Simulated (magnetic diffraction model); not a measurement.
# Which magnetic order? Na₂MnF₄

Space group Pbam (no. 55), a = 5.7260 Å, b = 9.7800 Å, c = 3.2530 Å.

| site | atom | x | y | z |
| --- | --- | --- | --- | --- |
| 2a | Mn | 0 | 0 | 0 |
| 4h | Na | 0.5843 | 0.8159 | 1/2 |
| 4h | F | 0.7503 | 0.0475 | 1/2 |
| 4g | F | 0.3772 | 0.7075 | 0 |

The compound is invented for this exercise: a known structure type with other elements, its cell scaled to their sizes and not relaxed.

Only Mn is taken to order (form factors of Mn2+); orders and moment sizes are assumed, and not adapted to the symmetry. Radiation: neutrons of λ = 2.36 Å, 1.5° to 70°; isotropic B of 0.54 Å² (Mn), 0.52 Å² (Na) and 0.64 Å² (F). Simulated constant-wavelength pattern: nuclear and magnetic terms add, the magnetic one as |2.695 fm × Σ f S⊥ exp(2πi Q·r) exp(−B s²)|², summed over all Q at one angle with the factor 1/(sin²θ cos θ). For a modulated order the moment at position r is S exp(−2πi k·r) + c.c., with S = m/2 for a sine wave of amplitude m and S = m(u + iv)/2 for moments turning in a plane, u and v being orthogonal unit vectors in it; the phase factor of the sum at Q = H + k is then exp(2πi H·r). Free-ion form factors, Sears's scattering lengths of 1992, no absorption; a label names one of the reflections at its angle. The strongest nuclear line in the range is 100, and lines under 0.2 are left out.

Above the ordering temperature:

```csv
2θ (°),index,I
27.63,(1 1 0),15.0
27.93,(0 2 0),35.6
42.54,(0 0 1),24.1
48.68,(2 0 0),19.4
49.23,(1 3 0),4.0
50.87,(2 1 0),7.4
51.48,(1 1 1),0.5
51.66,(0 2 1),89.9
57.06,(2 2 0),59.1
57.63,(1 2 1),27.3
57.71,(0 4 0),3.2
63.31,(1 4 0),89.3
66.53,(2 3 0),6.3
66.60,(2 0 1),3.4
67.05,(1 3 1),88.8
68.41,(2 1 1),100.0
```

Below it (cell unchanged):

| 2θ (°) | I |
| --- | --- |
| 9.68 | 96.5 |
| 18.06 | 26.1 |
| 24.16 | 54.1 |
| 27.63 | 15.0 |
| 27.93 | 35.6 |
| 33.80 | 18.6 |
| 38.01 | 4.6 |
| 40.45 | 10.5 |
| 42.54 | 24.1 |
| 43.73 | 6.3 |
| 46.56 | 5.2 |
| 46.94 | 2.6 |
| 48.68 | 19.4 |
| 49.23 | 4.0 |
| 49.51 | 10.9 |
| 49.76 | 8.5 |
| 50.87 | 7.4 |
| 51.48 | 0.5 |
| 51.66 | 89.9 |
| 52.34 | 7.0 |
| 55.40 | 7.5 |
| 57.06 | 59.1 |
| 57.63 | 27.3 |
| 57.71 | 3.2 |
| 58.35 | 2.7 |
| 58.89 | 3.0 |
| 60.15 | 5.7 |
| 63.31 | 89.3 |
| 63.37 | 3.3 |
| 65.19 | 1.9 |
| 66.53 | 6.3 |
| 66.60 | 3.4 |
| 67.05 | 88.8 |
| 67.49 | 5.2 |
| 67.88 | 1.9 |
| 68.41 | 100.0 |
(The table stops after 36 lines; 3 more lie at higher angle.)

**Question.** Find the propagation vector, then choose among these models:
A. moments turning in the plane of [001] and [100], 3.94 μB on Mn; signs + at (0, 0, 0), − at (1/2, 1/2, 0)
B. moments turning in the plane of [010] and [001], 3.94 μB on Mn; signs + at (0, 0, 0), − at (1/2, 1/2, 0)
C. moments turning in the plane of [100] and [010], 3.94 μB on Mn; signs + at (0, 0, 0), − at (1/2, 1/2, 0)
D. a sine wave with moments along [010] (amplitudes given), 3.94 μB on Mn; signs + at (0, 0, 0), − at (1/2, 1/2, 0)

The new lines index as (0 0.699 0) at 9.68°, (0 1.301 0) at 18.06°, (1 0.301 0) at 24.16° and (1 1.699 0) at 33.80°, that is as H ± k with k = (0 0.301 0). Satellites come in pairs about each point of the reciprocal lattice.

Magnetic intensity, observed (below minus above) and for each model:

| 2θ (°) | index | observed | A | B | C | D |
| --- | --- | --- | --- | --- | --- | --- |
| 9.68 | (0 0.699 0) | 96.5 | 193.1 | 96.5 | 96.5 | <0.2 |
| 18.06 | (0 1.301 0) | 26.1 | 52.3 | 26.1 | 26.1 | <0.2 |
| 24.16 | (1 0.301 0) | 54.1 | 28.3 | 54.1 | 27.5 | 26.7 |
| 33.80 | (1 1.699 0) | 18.6 | 18.5 | 18.6 | 12.4 | 6.2 |
| 38.01 | (0 2.699 0) | 4.6 | 9.2 | 4.6 | 4.6 | <0.2 |
| 40.45 | (1 2.301 0) | 10.5 | 12.8 | 10.5 | 7.8 | 2.8 |
| 43.73 | (0 0.699 1) | 6.3 | 6.6 | 6.3 | 12.2 | 6.0 |
| 49.51 | (1 0.301 1) | 10.9 | 8.9 | 10.9 | 15.4 | 8.7 |

Model B matches.

The structure used: k = (0 0.301 0), moments turning in the plane of [010] and [001], 3.94 μB on Mn; signs + at (0, 0, 0), − at (1/2, 1/2, 0).

[Logs are printed without paths, hosts, clocks, repeated set-up lines and the standing remarks that a program may print on its own settings, such as how far it seeks lower states.]
